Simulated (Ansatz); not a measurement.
# Ta2NF2 monolayer: from the cell to its phonons, part 3 of 3

Wanted: phonon frequencies of Ta2NF2 monolayer and what follows from them.

Ansatz 0.2.0; DFT PBEsol, scalar-relativistic, plane waves, PAW.

So far. Step 4 (Tight relaxation): The largest force component left is 0.012 meV/Å, within the tolerances set. Step 5 (Modes at Γ): Before it was imposed, the acoustic sum rule was missed by 3.2e-5 eV/Å². Small misses are needed for a sound result but don't prove that mesh and cutoff are converged. The lowest optical mode is real, 122 cm⁻¹.

## Step 6: The dispersion

Stability and thermal properties need the whole zone. Linear response on a 6×6×1 q mesh gives force constants as far as a supercell of that size would.

The input, input.yaml:

```yaml
crystal:
  lattice:
    - [3.2550074214, 0.0, 0.0]
    - [-1.6275037107, 2.8189191164, 0.0]
    - [0.0, 0.0, 33.2]
  atoms:
    - { symbol: "N", position: [0.0, 0.0, 0.3012048193] }
    - { symbol: Ta, position: [0.3333333333, 0.6666666667, 0.3310790105] }
    - { symbol: Ta, position: [0.6666666667, 0.3333333333, 0.2713306281] }
    - { symbol: F, position: [0.6666666667, 0.3333333333, 0.3707335699] }
    - { symbol: F, position: [0.3333333333, 0.6666666667, 0.2316760686] }
  periodic: [true, true, false]
kpoints:
  mp_grid: { grid: [12, 12, 1] }
hamiltonian:
  xc: pbesol
scf:
  occupations: { method: methfessel_paxton, width: 0.15 }
output:
  eigenvalues: true
phonons:
  method: dfpt
  qmesh: [6, 6, 1]
  temperatures: { t_max: 1000, t_step: 50 }
  qpath:
    path:
      - [0.0, 0.0, 0.0]
      - [0.5, 0.0, 0.0]
      - [0.33333333, 0.33333333, 0.0]
      - [0.0, 0.0, 0.0]
    npoints: 10
```

Started as:

```sh
> ansatz run input.yaml --threads 8 --pin off --max-ram 14336MiB --backend cpu --events-out ev --progress --plain --runs-dir out
```

Numbers of over 12 decimals in the logs are rounded to 6 here.

What it wrote:

```text
[...]
Crystal: 5 atoms, lattice volume = 304.630 Å³
Basis set: ecut = 420 eV, 6063 PW (Γ), exchange–correlation on 48×48×450 points (8 copies of the dense FFT grid, shifted against one another)
Bands: 28, of which v1, the nominal top of the filled ones, is band 23 counted from 1 (22 counted from 0)
Symmetry: 12 space group operations
k-points: 19 of 144 (irreducible under 6 space group operations, time reversal used)
[...]
SCF iter   1: F=—  HF=-21594.792148 eV  |F-HF|=—  |Δ(HF+E_count)|=         —  Δρ=7.76e-3  dr2=1.91e-1  ethr=1.77e-3  ⟨swp⟩=11.6  Hψ=3932  notcnv=0
[...]
SCF iter  10: F=-21594.749311 eV  HF=-21594.749311 eV  |F-HF|=1.06e-10  |Δ(HF+E_count)|=  2.11e-10  S|Δr|=    0.00e0  Δρ=2.77e-8  dr2=1.11e-12  ethr=1.00e-12  ⟨swp⟩=20.7  Hψ=4599  notcnv=0
SCF 1 converged in 10 iterations: F = -21594.749311 eV  dr2 = 1.11e-12
[...]
phonons: the bands overlap, so this run is a metal and interpolates without the dipole-dipole term. If the crystal is really an insulator or semiconductor, its LO-TO splitting is missing
NSCF: frozen V_eff on 19 k-points
WARN: eigensolver did not converge (k=1): 1 band(s) unlocked after 2 eigensolves, warm-restarted (20 sweeps on the last) at ethr=1.73e-12 eV (storage-precision floor; scheduled 1.00e-12 eV) (lowest unlocked band 27, counted from 0; max residual 5.81e-5 eV among the unlocked bands, 5.81e-5 eV over every band; other slots of this pass that fall short are told together in one closing line; warning suppressed until the next SCF loop or pass starts)
WARN: eigensolver did not converge in 4 slots of this pass, the one above among them; of largest residual over every band (k=3): 1 band(s) unlocked (lowest unlocked band 27, counted from 0; max residual 2.22e-4 eV among the unlocked bands, 2.22e-4 eV over every band); of lowest unlocked band (k=1): band 27
[...]
DFPT response loops at q = (0, 0, 0) (fractional): preconditioner auto → none (partly filled bands, converged f_vac=0.786); β = 0.50; Broyden in place of MSR1
[...]
SCF converged after 10 iterations
[...]
Free energy (F): -21594.749311 eV
[...]
Internal energy: -21594.750456 eV  (E = F + TS)
E sigma→0 (E₀):  -21594.749598 eV
Entropy (-TS):   0.001145 eV (0.229 meV/atom)
Fermi energy:    -3.439903 eV
[...]
--- Band table (eV; the first three rows and the last of 19) ---
  k-point 0: bands = [... 19 lower, -10.0516, -5.9646, -5.9646, -4.1415, -3.6194, -2.4009, -1.8686, -1.8686, ... 1 higher]
  k-point 1: bands = [... 19 lower, -10.0191, -6.1423, -5.8193, -3.9687, -3.2699, -2.6004, -2.3293, -1.8814, ... 1 higher]
  k-point 2: bands = [... 19 lower, -9.9984, -6.4958, -5.4116, -3.8626, -2.7952, -2.6275, -2.3589, -1.8292, ... 1 higher]
  k-point 18: bands = [... 19 lower, -10.1833, -5.1518, -5.1518, -5.0687, -1.3846, -1.3846, -1.1439, -0.1182, ... 1 higher]
--- Phonons (Γ-DFPT): 10 representative perturbations + reference (Σ response iterations 47) ---
  ASR residual: 4.888e-5 → 0.000e0 eV/Å²; symmetrization residual: 6.546e-6 eV/Å²
[...]
ASR residual per site (eV/Å²): 2.09e-5 4.89e-5 3.53e-5 1.21e-5 1.21e-5
[...]
--- Phonons (arbitrary-q DFPT): 7 irreducible q on the 6×6×1 mesh ---
  q = [0.0000, 0.0000, 0.0000] (star 1, of the zone-centre solve; hermiticity 4.46e-7, symmetrization 4.65e-14, taken by the last average 2.35e-7): -0.00 0.00 0.00 122.42 122.42 192.90 192.90 212.17 212.17 235.06 350.83 373.72 437.30 648.44 648.44
  q = [0.0000, 0.1667, 0.0000] (star 6, 15 solved perturbations on 78 of 144 k-point pairs; hermiticity 4.72e-7, symmetrization 5.51e-11, taken by the last average 3.14e-7): -65.47 -24.10 36.41 101.08 112.30 194.47 197.66 209.00 210.42 217.46 342.53 343.97 415.65 637.76 646.05
[...]
q = [0.1667, 0.1667, 0.0000] (star 6, 10 solved perturbations in 1110 linear systems a pass and spin channel, the states on 144 of 144 k-point pairs; hermiticity 3.35e-7, symmetrization 8.14e-11, taken by the last average 4.57e-7): -77.64 -55.93 92.97 96.06 127.78 183.11 195.66 198.61 207.22 214.63 324.65 338.03 408.66 648.19 650.76
[...]
sum rule: each row above includes the acoustic sum rule's correction from the zone centre's row sums; it moved no ω² by more than (0.64 cm⁻¹)²
  mesh force constants: q→R imaginary residual 2.85e-18; ASR residual 4.888e-5 → 0.000e0 eV/Å²; symmetrization residual 1.776e-14 eV/Å²
  interpolated dispersion: 31 rows × 15 modes
  density of states and harmonic sums: on the 24×24×1 q-mesh, interpolated from the force constants of a 6×6×1 supercell (no non-analytic term)
  largest difference from the sums on the solved wave vectors: F 2.13e-2 eV, S 2.76e-5 and C_V 6.28e-6 eV/K
  zero-point energy: 0.228251 eV/cell   skipped modes (ω ≤ 0): 116, of them read as no rigid motion or as one in doubt: 113 (1.901e0 modes/cell left out, lowest -148.48 cm⁻¹)   left out of the sums: 1.27e-1 of the cell's modes: C_V's classical limit lies that fraction below 3 k_B per atom; for a crystal, a wire or a layer, F and S can be off by more, and a phonons.interpolated_qmesh denser along its periods is the remedy for the sampling
```

Run time: 13 min. Hardware: 8 threads of Arm Neoverse V2, shared host; peak memory 3 GiB; 1.7 h of CPU time.

Numbers from this step:

| Property | Result |
| --- | --- |
| sum-rule residual before enforcement | 4.89e-5 eV/Å² |
| lowest frequency on the path | -148.5 cm⁻¹ |
| highest frequency on the path or at a solved wavevector | 655.4 cm⁻¹ |
| lowest mode on the q mesh (acoustic modes at Γ apart) | -148.5 cm⁻¹ |

Frequencies (cm⁻¹) solved at each irreducible wavevector; negative means imaginary. Frequencies by wavevector, by row:

```
q in reciprocal lattice units  star  mode 1  mode 2  mode 3  mode 4  mode 13  mode 14  mode 15
                        0 0 0     1       0       0       0   122.4    437.3    648.4    648.4
                   0 0.1667 0     6   -65.5   -24.1    36.4   101.1    415.6    637.8      646
                   0 0.3333 0     6   -93.9    18.6   101.5   114.8    419.4    648.8    655.4
                     0 -0.5 0     3  -148.5     7.3   111.2   131.7    435.5    631.5    646.8
              0.1667 0.1667 0     6   -77.6   -55.9      93    96.1    408.7    648.2    650.8
              0.1667 0.3333 0    12  -126.3   -80.5    82.8   126.7    421.4    641.7    651.3
              0.3333 0.3333 0     2  -132.4   -65.5   -65.5   147.9    419.6    650.7    650.7
```

Interpolated from a 6×6×1 q mesh. Phonon branches along the path, in cm⁻¹:

| point | branch 1 | branch 2 | branch 3 | branch 4 | branch 12 | branch 13 | branch 14 | branch 15 |
| --- | --- | --- | --- | --- | --- | --- | --- | --- |
| Γ | 0 | 0 | 0 | 122 | 374 | 437 | 648 | 648 |
| halfway | -52 | -50 | 75 | 104 | 340 | 411 | 644 | 652 |
| M | -148 | 7 | 111 | 132 | 331 | 436 | 632 | 647 |
| halfway | -136 | -87 | 78 | 135 | 327 | 425 | 637 | 650 |
| K | -132 | -66 | -66 | 148 | 321 | 420 | 651 | 651 |
| halfway | -78 | -56 | 93 | 96 | 338 | 409 | 648 | 651 |
| Γ | 0 | 0 | 0 | 122 | 374 | 437 | 648 | 648 |

Tetrahedra on a 24×24×1 mesh, mean over bins of 10 cm-1. Interpolated from a 6×6×1 q mesh. Table of phonon density of states by wavenumber; read off at these points:

```csv
wavenumber (cm⁻¹),phonon density of states (1/cm⁻¹/cell)
-145,0.00679
-125,0.013
-105,0.0065
-85,0.0230
-55,0.0131
-35,0.00963
-15,0.0112
5,0.00733
25,0.00515
45,0.00438
75,0.00929
95,0.0379
115,0.0530
135,0.0287
155,0.0267
175,0.0526
195,0.162
205,0.131
225,0.00613
245,0
265,0
285,0
305,0.0136
335,0.0577
355,0.00414
375,6.9e-4
395,0
415,0.0500
435,0.0109
465,0
485,0
505,0
525,0
545,0
565,0
595,0
615,0
635,0.0284
645,0.108
655,0.0632
```

The partial phonon density of states has structure finer than the step of the table below, so its rows give means over 20 cm⁻¹, whole bins alone (the curve runs from -157 to 685 cm⁻¹). Peaks (cm⁻¹: height): F 197.7: 0.111, 330.1: 0.0484; N 414.9: 0.0318, 648.0: 0.0942; Ta -130.7: 0.0119, -72.4: 0.0190, 113.0: 0.0403, 203.0: 0.0357, 330.1: 0.00685, 420.2: 0.00543.

Phonopy on the run's constants, 21x21x1 mesh, Gaussian sigma 6.0 cm-1. Interpolated from a 6×6×1 q mesh. The partial phonon density of states by wavenumber; means over each step; values in 1/cm⁻¹/cell:

```
wavenumber (cm⁻¹)        F        N       Ta
             -140  0.00104  0.00272  0.00771
             -120  0.00104  0.00259  0.00787
             -100   9.2e-4  0.00144  0.00733
              -80  0.00206  0.00176   0.0166
              -60  0.00177  0.00131   0.0158
              -40  0.00111   8.2e-4  0.00971
              -20   9.8e-4   6.0e-4  0.00870
                0   4.8e-4   2.6e-4  0.00466
               20   4.5e-4   2.4e-4  0.00470
               40   5.3e-4   2.0e-4  0.00432
               60   7.6e-4   2.0e-4  0.00525
               80  0.00172   3.2e-4   0.0118
              100  0.00497   4.5e-4   0.0319
              120  0.00531   1.3e-4   0.0349
              140  0.00369   1.4e-4   0.0253
              160  0.00557   5.8e-5   0.0144
              180   0.0523   7.6e-5   0.0188
              200   0.0968   2.2e-4   0.0323
              220   0.0273   1.3e-4   0.0132
              240   4.0e-4   2.4e-6  0.00105
              260   5.3e-7        0   3.6e-6
              280   3.0e-5   5.5e-7   6.8e-6
              300  0.00851   1.9e-4  0.00132
              320   0.0394   3.1e-4  0.00502
              340   0.0336   3.5e-4  0.00481
              360  0.00487   1.4e-4   8.1e-4
              380   4.8e-4   1.7e-5   1.2e-4
              400   3.9e-4  0.00714  0.00104
              420  0.00240   0.0269  0.00451
              440   8.0e-4  0.00588   9.3e-4
              460   5.8e-6   3.8e-5   5.3e-6
              480        0        0        0
              500        0        0        0
              520        0        0        0
              540        0        0        0
              560        0        0        0
              580        0        0        0
              600        0   1.1e-6        0
              620   6.1e-6  0.00317   1.2e-4
              640   1.6e-4   0.0566  0.00261
              660   9.1e-5   0.0350  0.00176
```

Symmetry leaves 7 wavevectors to solve. The lowest mode among them, the acoustic zeros apart, lies at q = (0, -0.5, 0) and is imaginary, 148.5i cm⁻¹, so the energy falls along it.

## Step 7: Another isotope

An isotope changes the mass and not the force constants, so no new electronic calculation is needed; the shifts show which modes move this element.

The same force constants with the mass of N changed from 14.007 to 15.000 u (phonopy, no LO-TO term). Both lists are sorted by frequency; levels can cross, so a row need not hold one and the same mode. Modes under 3 cm⁻¹ are left out. Isotope shifts, by row, the first 40 of 57 rows:

```
         q  rank  natural mass (cm⁻¹)  changed mass (cm⁻¹)
     0 0 0     4                122.4                122.4
     0 0 0     5                122.4                122.4
     0 0 0     6                192.9                192.9
     0 0 0     7                192.9                192.9
     0 0 0     8                212.2                212.2
     0 0 0     9                212.2                212.2
     0 0 0    10                235.1                235.1
     0 0 0    11                350.8                349.3
     0 0 0    12                373.7                373.7
     0 0 0    13                437.3                424.9
     0 0 0    14                648.4                627.4
     0 0 0    15                648.4                627.4
0 0.1667 0     1               -65.47               -65.37
0 0.1667 0     2                -24.1               -24.05
0 0.1667 0     3                36.41                36.37
0 0.1667 0     4                101.1                  101
0 0.1667 0     5                112.3                112.3
0 0.1667 0     6                194.5                194.5
0 0.1667 0     7                197.7                197.7
0 0.1667 0     8                  209                  209
0 0.1667 0     9                210.4                210.4
0 0.1667 0    10                217.5                217.4
0 0.1667 0    11                342.5                342.5
0 0.1667 0    12                  344                343.4
0 0.1667 0    13                415.6                403.4
0 0.1667 0    14                637.8                617.3
0 0.1667 0    15                  646                625.3
0 0.3333 0     1                -93.9               -93.27
0 0.3333 0     2                18.57                18.54
0 0.3333 0     3                101.5                101.5
0 0.3333 0     4                114.8                114.8
0 0.3333 0     5                124.3                124.3
0 0.3333 0     6                177.6                177.6
0 0.3333 0     7                196.1                196.1
0 0.3333 0     8                203.3                203.3
0 0.3333 0     9                206.7                206.7
0 0.3333 0    10                210.2                210.2
0 0.3333 0    11                  319                318.8
0 0.3333 0    12                336.6                336.6
0 0.3333 0    13                419.4                408.3
```

A mode of this element alone would shift by -3.37 %. The highest zone-centre frequency without the field goes from 648.4 to 627.4 cm⁻¹ (-3.2 %). The product of the frequency ratios over all optical modes at Γ is 0.906; the product rule, (m/m′)^(3k/2) (M′/M)^(3/2) with k = 1 such atoms and M the mass of the cell, gives 0.906.

## Step 8: What came out

```json
{
 "space group after relaxation (within 0.01 Å)": "P-3m1",
 "area per atom": "1.83 Å²",
 "electronic character": "no gap on this mesh",
 "highest optical mode at the zone centre (no LO-TO term)": "648 cm⁻¹",
 "lowest optical zone-centre mode": "122 cm⁻¹",
 "lowest mode on the q mesh (acoustic modes at Γ apart)": "-148 cm⁻¹",
 "highest frequency on the path or at a solved wavevector": "655 cm⁻¹",
 "imaginary modes on the 6×6×1 q mesh": "yes"
}
```

Modes are clearly imaginary (beyond 10i cm⁻¹) at 6 of the 7 irreducible wavevectors, most at q = (0, -0.5, 0) (148.5i cm⁻¹), so this structure is not a minimum of the energy. The optical modes at Γ span 122 to 648 cm⁻¹. The highest mode in this list at Γ, 648.4 cm⁻¹, is mostly motion of N (97 % of the kinetic energy). With no gap, or one that is small against the smearing, the frequencies hang on the k mesh and the smearing, most of all near Kohn anomalies. The phonon runs are without spin polarisation, although the cell has an odd electron count. In a sheet or slab the interpolated bending branch near Γ is rough, since the rotational sum rule isn't imposed. Spin-orbit coupling is left out, which can matter for the heavy elements here. A phonon run warned that its eigensolver left some bands unconverged in a pass. The starting cell was built on a prototype and not taken from a measurement. These are harmonic frequencies at zero temperature: anharmonic shifts, linewidths and thermal expansion are left out.

[Logs are printed without paths, hosts, clocks, repeated set-up lines and the standing remarks that a program may print on its own settings, such as how far it seeks lower states.]

[Hosts, paths, dates, database ids (printed as entryN), source tags and the programs' standing remarks are cut or masked in the printed files.]
